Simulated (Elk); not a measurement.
# Does KNiF3 carry moments in Elk?

Wanted: the moments of KNiF3 and the energy gained by spin polarisation.

Main program and level: Elk 11.2.3 (patched build); LDA (Perdew-Wang) with U = 7.50 eV on Ni d; all-electron APW+lo, Dirac cores, scalar-relativistic bands.

The database entry behind the starting cell differs from later determinations by our own check (about 0.35 % short), so it need not match the best structure at ambient conditions.

### 1. The starting structure

The structure is cubic, space group Pm-3m (No. 221). Conventional cell: a = 4.000 Å, b = 4.000 Å, c = 4.000 Å, α = 90.00°, β = 90.00°, γ = 90.00°. K has 12 F at 2.83 Å nearest. Ni has 6 F at 2.00 Å nearest. Nearest to F lie 2 Ni at 2.00 Å and 4 K at 2.83 Å. Farther neighbours and most contacts between anions are not listed.

### 2. Run 1 (ferro +)

The parallel start comes first: it fits the smallest cell, keeps the most symmetry and shows whether parallel moments form. A Hubbard U of customary size acts on the open shell; it was not fitted to this crystal.

Moments are seeded by fields in the spheres (the last three columns under atoms), set against the wanted direction and reduced each loop.

elk.in

```
tasks
  0
  33
  73

xctype
  3

rgkmax
  7.0

nempty
  14

swidth
  0.002

reducebf
  0.6

epsengy
  1e-05

maxscl
  100

lmaxi
  2

spinpol
  .true.

sppath
  './'

avec
  7.55890449850 0.00000000000 0.00000000000
  0.00000000000 7.55890449850 0.00000000000
  0.00000000000 0.00000000000 7.55890449850

atoms
  3
  'K.in'
  1
  0.0000000000 0.0000000000 0.0000000000   0.000000 0.000000 0.000000
  'Ni.in'
  1
  0.5000000000 0.5000000000 0.5000000000   0.000000 0.000000 -0.200000
  'F.in'
  3
  0.5000000000 0.5000000000 0.0000000000   0.000000 0.000000 0.000000
  0.0000000000 0.5000000000 0.5000000000   0.000000 0.000000 0.000000
  0.5000000000 0.0000000000 0.5000000000   0.000000 0.000000 0.000000

ngridk
  6 6 6

dft+u
  1 1
  2 2 0.275620 0.000000

plot3d
  0 0 0
  1 0 0
  0 1 0
  0 0 1
  20 20 20
```

Started as:

```sh
$ OMP_NUM_THREADS=2 elk
```

Numbers of over 12 decimals in the logs are rounded to 6 here.

Log:

```text
Warning(gndstate): core states of species 2 leak from the muffin-tin :   0.1982810877E-02
Warning(gndstate): forces or DFT+U at lmaxo under 8 : 6
  [figures from our tests cut]: type lmaxo 8 and lmaxapw 10

--- INFO.OUT ---
┌─────────────────────────┐
│ Elk code version 11.2.3 │
└─────────────────────────┘

All units are atomic (Hartree, Bohr, etc.)

┌─────────────────────────────────────────────────┐
│ Ground-state run starting from atomic densities │
└─────────────────────────────────────────────────┘

Lattice vectors :
   7.558904498       0.000000000       0.000000000
   0.000000000       7.558904498       0.000000000
   0.000000000       0.000000000       7.558904498

Reciprocal lattice vectors :
  0.8312296191       0.000000000       0.000000000
   0.000000000      0.8312296191       0.000000000
   0.000000000       0.000000000      0.8312296191

Unit cell volume      :    431.8934077
Brillouin zone volume :   0.5743320205

Muffin-tin inner radius fraction :   0.1000000000E-01

Nuclei treated as point charges

Species : 1 (K)
 parameters loaded from : K.in
 name : potassium
 nuclear charge    :   -19.00000000
 electronic charge :    19.00000000
 atomic mass :    71271.84090
 muffin-tin radius :    2.400000000
 number of radial points in muffin-tin :    497
 inner part over the whole radius :   0.9891652203E-02
 number on inner part of muffin-tin    :    349
 approximate nuclear radius :   0.6514746337E-04
 number of mesh points to nuclear radius :    160
 atomic positions (lattice), magnetic fields (Cartesian) :
  1 :   0.00000000  0.00000000  0.00000000    0.00000000  0.00000000  0.00000000

Species : 2 (Ni)
 parameters loaded from : Ni.in
 name : nickel
 nuclear charge    :   -28.00000000
 electronic charge :    28.00000000
 atomic mass :    106991.5231
 muffin-tin radius :    2.034246681
 number of radial points in muffin-tin :    497
 inner part over the whole radius :   0.9807773375E-02
 number on inner part of muffin-tin    :    349
 approximate nuclear radius :   0.7325707712E-04
 number of mesh points to nuclear radius :    170
 atomic positions (lattice), magnetic fields (Cartesian) :
  1 :   0.50000000  0.50000000  0.50000000    0.00000000  0.00000000 -0.20000000

Species : 3 (F)
 parameters loaded from : F.in
 name : fluorine
 nuclear charge    :   -9.000000000
 electronic charge :    9.000000000
 atomic mass :    34631.97045
 muffin-tin radius :    1.695205568
 number of radial points in muffin-tin :    297
 inner part over the whole radius :   0.9716721889E-02
 number on inner part of muffin-tin    :    204
 approximate nuclear radius :   0.5278478738E-04
 number of mesh points to nuclear radius :     89
 atomic positions (lattice), magnetic fields (Cartesian) :
  1 :   0.50000000  0.50000000  0.00000000    0.00000000  0.00000000  0.00000000
  2 :   0.00000000  0.50000000  0.50000000    0.00000000  0.00000000  0.00000000
  3 :   0.50000000  0.00000000  0.50000000    0.00000000  0.00000000  0.00000000

Total number of atoms per unit cell :    5
Total muffin-tin volume :    154.3849234
 ratio of muffin-tin to unit cell volume :   0.3574607082

Spin treatment :
 spin-polarised
 global magnetic field (Cartesian) :    0.000000000       0.000000000       0.000000000
 collinear magnetisation in z-direction

Number of Bravais lattice symmetries :   48
Number of crystal symmetries         :   48
Crystal has inversion symmetry
Real symmetric eigensolver will be used

k-point grid :      6     6     6
k-point offset :    0.000000000       0.000000000       0.000000000
k-point set is reduced with full crystal symmetry group
Total number of k-points :       20

Muffin-tin radius times maximum |G+k| :    7.000000000
 using average radius
Maximum |G+k| for APW functions       :    3.676523348
Maximum (1/2)|G+k|²                   :    6.758411962
Maximum |G| for potential and density :    12.00000000
Constant for pseudocharge density :    7
 order of it for each species :   14  14  14
 order of it for pair densities of each species (exact exchange by exxq0 0: 14) :   14  11   7
Radial integration step length :    1

G-vector grid sizes :     30    30    30
Number of G-vectors :    12557

Maximum angular momentum used for
 APW functions            :    8
 outer part of muffin-tin :    6
 inner part of muffin-tin :    2

Total nuclear charge    :   -74.00000000
Total core charge       :    28.00000000
Total valence charge    :    46.00000000
Total excess charge     :    0.000000000
Total electronic charge :    74.00000000

Effective Wigner radius, rₛ :    1.116911464

Number of empty states         :     70
Total number of valence states :    188
Total number of core states    :     28

Third-order local-orbitals added for an l without core states : T
Total number of local-orbitals :     63

Exchange-correlation functional :      3     0     0
 Perdew-Wang/Ceperley-Alder, Phys. Rev. B 45, 13244 (1992)
 gradient requirement :    0
 local density approximation (LDA)

DFT+U calculation
 fully localised limit (FLL)
 see Phys. Rev. B 52, R5467 (1995)
 species : 2 (Ni), l = 2, U =   0.27562000, J =   0.00000000

Smearing type :    3
 Fermi-Dirac
Smearing width :   0.2000000000E-02
Effective electronic temperature (K) :    631.5500496

Mixing type :    3
 Broyden mixing, J. Phys. A: Math. Gen. 17, L317 (1984)

Kohn-Sham potential initialised from atomic data

┌──────────────────────────────┐
│ Self-consistent loop started │
└──────────────────────────────┘

┌─────────────────┐
│ Loop number : 1 │
└─────────────────┘

Energies :
 Fermi                       :    -0.23085815884935E-02
 sum of occupied eigenvalues :     -1380.0882487209
 electron kinetic            :      2446.3430648488
 core electron kinetic       :      2172.7367396252
 Coulomb                     :     -4740.9286547029
 Coulomb potential           :     -3653.4555631410
 nuclear-nuclear             :     -384.79460016767
 electron-nuclear            :     -5069.9602238929
 Hartree                     :      713.82616935771
 Madelung                    :     -2914.2008731324
 xc potential                :     -172.86264233023
 xc effective B-field        :    -0.90013164534893E-01
 external B-field            :      0.000000
 exchange                    :     -117.07795772477
 correlation                 :     -5.940079
 DFT+U                       :     0.941500
 electron entropic           :    -0.13636341011700E-02
 total energy                :     -2416.6634899772
 (external B-field energy excluded from total)

Density of states at Fermi energy :    104.2476417
 (states/Hartree/unit cell)

Estimated indirect band gap :   0.1201328504E-02
 from k-point 5 to k-point 10
Estimated direct band gap   :   0.2319554701E-02
[...]
┌─────────────────┐
│ Loop number : 2 │
└─────────────────┘

Energies :
 Fermi                       :    -0.44195005295197E-01
 sum of occupied eigenvalues :     -1380.8545369873
 electron kinetic            :      2446.7725749851
 core electron kinetic       :      2172.7472866309
 Coulomb                     :     -4742.0183099488
 Coulomb potential           :     -3652.6847103793
 nuclear-nuclear             :     -384.79460016767
 electron-nuclear            :     -5072.9095085457
 Hartree                     :      715.68579876460
 Madelung                    :     -2915.6759547591
 xc potential                :     -174.82509929971
 xc effective B-field        :    -0.106497
 external B-field            :      0.000000
 exchange                    :     -117.20803271903
 correlation                 :     -5.942497
 DFT+U                       :     0.998809
 electron entropic           :    -0.47326268098124E-11
 total energy                :     -2417.3974555744
 (external B-field energy excluded from total)

Density of states at Fermi energy :   0.5017730113E-07
 (states/Hartree/unit cell)

Estimated indirect band gap :   0.1623639828
 from k-point 20 to k-point 1
Estimated direct band gap   :   0.1702375835
 at k-point 10

Charges :
 core                        :    28.00000000
 valence                     :    46.00000000
 interstitial                :    4.417787546
 muffin-tins (core leakage)
  species : 1 (K)
   atom 1                    :    17.53983068     ( -0.3352135037E-05)
  species : 2 (Ni)
   atom 1                    :    26.06198214     (  0.1965941915E-02)
  species : 3 (F)
   atom 1                    :    8.660133211     ( -0.4521516772E-05)
   atom 2                    :    8.660133211     ( -0.4521516772E-05)
   atom 3                    :    8.660133211     ( -0.4521516772E-05)
 total in muffin-tins        :    69.58221245
 total calculated charge     :    73.99772451
 total charge                :    74.00000000
 error                       :   0.2275493736E-02

Moments :
 interstitial                :  -0.7712978314E-03
 muffin-tins
  species : 1 (K)
   atom 1                    :  -0.1182933081E-03
  species : 2 (Ni)
   atom 1                    :    1.910259004
  species : 3 (F)
   atom 1                    :   0.3021303490E-01
   atom 2                    :   0.3021303490E-01
   atom 3                    :   0.3021303490E-01
 total in muffin-tins        :    2.000779815
 total moment                :    2.000008518

RMS change in Kohn-Sham potential (target) :   0.2709579209     (  0.1000000000E-05)
Absolute change in total energy (target)   :   0.7339655972     (  0.1000000000E-04)

[... loops 3 to 20 left out ...]

┌──────────────────┐
│ Loop number : 21 │
└──────────────────┘

Energies :
 Fermi                       :     0.70959713507053E-01
 sum of occupied eigenvalues :     -1371.9369478396
 electron kinetic            :      2442.8223244002
 core electron kinetic       :      2172.9117078467
 Coulomb                     :     -4738.3384897520
 Coulomb potential           :     -3652.6500109960
 nuclear-nuclear             :     -384.79460016767
 electron-nuclear            :     -5065.5534112784
 Hartree                     :      712.00952169415
 Madelung                    :     -2912.0134842540
 xc potential                :     -162.00999936683
 xc effective B-field        :    -0.99261742235064E-01
 external B-field            :      0.000000
 exchange                    :     -116.67217122657
 correlation                 :     -5.923200
 DFT+U                       :      1.000493
 electron entropic           :    -0.43281613101218E-11
 total energy                :     -2417.1110439051
 (external B-field energy excluded from total)

Density of states at Fermi energy :   0.5018420633E-07
 (states/Hartree/unit cell)

Estimated indirect band gap :   0.1752514169
 from k-point 19 to k-point 1
Estimated direct band gap   :   0.1815764167
 at k-point 10

Charges :
 core                        :    28.00000000
 valence                     :    46.00000000
 interstitial                :    4.870860220
 muffin-tins (core leakage)
  species : 1 (K)
   atom 1                    :    17.59995126     ( -0.3353547513E-05)
  species : 2 (Ni)
   atom 1                    :    26.15099399     (  0.1982810752E-02)
  species : 3 (F)
   atom 1                    :    8.459398177     ( -0.4521526229E-05)
   atom 2                    :    8.459398177     ( -0.4521526229E-05)
   atom 3                    :    8.459398177     ( -0.4521526229E-05)
 total in muffin-tins        :    69.12913978
 total calculated charge     :    73.99773823
 total charge                :    74.00000000
 error                       :   0.2261767140E-02

Moments :
 interstitial                :   0.2047268188E-01
 muffin-tins
  species : 1 (K)
   atom 1                    :  -0.4295907780E-03
  species : 2 (Ni)
   atom 1                    :    1.844204942
  species : 3 (F)
   atom 1                    :   0.4525088437E-01
   atom 2                    :   0.4525088437E-01
   atom 3                    :   0.4525088437E-01
 total in muffin-tins        :    1.979528005
 total moment                :    2.000000687

RMS change in Kohn-Sham potential (target) :   0.6210733293E-07 (  0.1000000000E-05)
Absolute change in total energy (target)   :   0.4619595074E-05 (  0.1000000000E-04)

Convergence targets achieved

┌──────────────────┐
│ Loop number : 22 │
└──────────────────┘

Energies :
 Fermi                       :     0.70959688123798E-01
 sum of occupied eigenvalues :     -1371.9369485215
 electron kinetic            :      2442.8223220168
 core electron kinetic       :      2172.9117087327
 Coulomb                     :     -4738.3384880225
 Coulomb potential           :     -3652.6500111165
 nuclear-nuclear             :     -384.79460016767
 electron-nuclear            :     -5065.5534077352
 Hartree                     :      712.00951988039
 Madelung                    :     -2912.0134824643
 xc potential                :     -162.00999761360
 xc effective B-field        :    -0.99261737599007E-01
 external B-field            :      0.000000
 exchange                    :     -116.67217116841
 correlation                 :     -5.923200
 DFT+U                       :      1.000493
 electron entropic           :    -0.43281803638055E-11
 total energy                :     -2417.1110445072
 (external B-field energy excluded from total)

Density of states at Fermi energy :   0.5018444792E-07
 (states/Hartree/unit cell)

Estimated indirect band gap :   0.1752513203
 from k-point 19 to k-point 1
Estimated direct band gap   :   0.1815763588
 at k-point 10

Charges :
 core                        :    28.00000000
 valence                     :    46.00000000
 interstitial                :    4.870860109
 muffin-tins (core leakage)
  species : 1 (K)
   atom 1                    :    17.59995119     ( -0.3353546740E-05)
  species : 2 (Ni)
   atom 1                    :    26.15099404     (  0.1982810877E-02)
  species : 3 (F)
   atom 1                    :    8.459398219     ( -0.4521526330E-05)
   atom 2                    :    8.459398219     ( -0.4521526330E-05)
   atom 3                    :    8.459398219     ( -0.4521526330E-05)
 total in muffin-tins        :    69.12913989
 total calculated charge     :    73.99773823
 total charge                :    74.00000000
 error                       :   0.2261767269E-02

Moments :
 interstitial                :   0.2047216797E-01
 muffin-tins
  species : 1 (K)
   atom 1                    :  -0.4295982766E-03
  species : 2 (Ni)
   atom 1                    :    1.844204832
  species : 3 (F)
   atom 1                    :   0.4525109490E-01
   atom 2                    :   0.4525109490E-01
   atom 3                    :   0.4525109490E-01
 total in muffin-tins        :    1.979528519
 total moment                :    2.000000686

┌──────────────────────────────┐
│ Self-consistent loop stopped │
└──────────────────────────────┘

Warning : core states of species 2 leak from the muffin-tin :   0.1982810877E-02

Warning : forces or DFT+U at lmaxo under 8 : 6

Wrote STATE.OUT
```

Wall time 1.9 min (2 threads of Arm Neoverse V2, shared host); peak memory 0.14 GiB; 3.8 min of CPU time.

Spin moment in the muffin-tin sphere by atom:

```csv
atom,spin moment in the muffin-tin sphere (μB)
K1,0.00
Ni2,1.84
F3,0.05
F4,0.05
F5,0.05
```

This step gave:

| Item | Value |
| --- | --- |
| density of states at the Fermi level | 1.84e-9 states/eV/cell |
| moment between the spheres | 0.02047 μB |
| magnetization | 2.000 μB |
| final state | ferromagnetic |

After 22 cycles the largest moment stands at 1.84 μB.

(Continued in part 2 of 2.)

[Logs and program files are shortened in this print: banners, set-up blocks, solver, clock and traceback lines can be left out without a mark of their own.]

[Logs are printed without paths, hosts, clocks, repeated set-up lines and the standing remarks that a program may print on its own settings, such as how far it seeks lower states.]

[Hosts, paths, dates, database ids (printed as entryN), source tags and the programs' standing remarks are cut or masked in the printed files.]

[Where a cell is said to come from a database of computed structures, the database is the Materials Project.]
